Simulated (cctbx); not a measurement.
# Lattice, Laue class and space group of a new crystal

Cell: a = 7.8820 Å, b = 14.5720 Å, c = 8.8570 Å, α = 90.00°, β = 90.00°, γ = 90.00°. Expected content of the cell: Hg12 Rb8 S16.

Simulated single-crystal data (cctbx): Cu Kα, λ = 1.54184 Å, to d = 0.83 Å, 70 % of the full sphere, strongest reflection 5000 counts, noise from counting, a 3 % proportional error and a noise floor of 4 counts (s.d.); no absorption.

Tests on the unmerged data give:

```text
5198 reflections to d = 0.830 A
centring   violations  <I/sigma> of those
    A       1331 of  2577      6.2
    B       1364 of  2632      6.3
    C       1309 of  2595      5.4
    I       1776 of  2559      8.6
    R       2030 of  3421      7.6
    F       2002 of  3902      6.0
Laue class    unique    Rint  (classes that these axes allow; Friedel mates merged)
P -1             3380   0.039
P 1 2/m 1        1921   0.046
P 1 1 2/m        1967   0.045
P 2/m 1 1        1965   0.046
P m m m          1114   0.050
space group    extra absences  I>4sigma  <I/sigma>
P 2 2 2                 0          0         -  acentric
P 2 2 21                7          0       0.2  acentric
P 21 2 2                8          0       0.1  acentric
P 2 21 2               14          0       0.6  acentric
P 21 21 2              22          0       0.4  acentric
P 2 21 21              21          0       0.5  acentric
P 21 2 21              15          0       0.2  acentric
P 21 21 21             29          0       0.4  acentric
P m m 2                 0          0         -  acentric
P 2 m m                 0          0         -  acentric
P m 2 m                 0          0         -  acentric
P m c 21              117          0       0.0  acentric
P 21 m a              187          0      -0.1  acentric
P b 21 m              189          0       0.2  acentric
P b m 2               189          0       0.2  acentric
P 2 c m               117          0       0.0  acentric
P m 2 a               187          0      -0.1  acentric
P b c 21              306          0       0.1  acentric
P 21 c a              304          0      -0.1  acentric
P b 21 a              376          0       0.0  acentric
P m m m                 0          0         -  centric
P m m a               187          0      -0.1  centric
P b m m               189          0       0.2  centric
P m c m               117          0       0.0  centric
P b c m               306          0       0.1  centric
P m c a               304          0      -0.1  centric
P b m a               376          0       0.0  centric
P b c a               493          0       0.0  centric
Wilson B = 0.86 A^2   <|E^2-1|> = 0.951 (0.968 centric, 0.736 acentric)   E^2>4: 3.7 %
shell (A)         n   <I/sigma>
14.57 - 1.66    163     16.8
 1.66 - 1.32    138     16.3
 1.32 - 1.15    142     16.6
 1.15 - 1.05    140     15.8
 1.05 - 0.97    127     12.8
 0.97 - 0.91    137     14.2
 0.91 - 0.87    130     14.0
 0.87 - 0.83    137     11.5
```

**Question.** What are the lattice type, the Laue class and the likely space group?

Every centring test has many violations, so the lattice is primitive.

Rint stays low (0.039 to 0.050) up to P m m m, the highest class in these axes.

28 settings pass the absence test. The most absences obeyed, 493, belong to P b c a alone.

⟨|E²−1|⟩ = 0.951 leans to a centrosymmetric structure. The Wilson B of 0.86 Å² means U ≈ 0.0109 Å².

The true group is Pbca (no. 61), Laue class mmm, centrosymmetric. The tables fix it.

This is a model crystal, built by substitution and not relaxed, with assumed displacement parameters.

[Logs are printed without paths, hosts, clocks, repeated set-up lines and the standing remarks that a program may print on its own settings, such as how far it seeks lower states.]
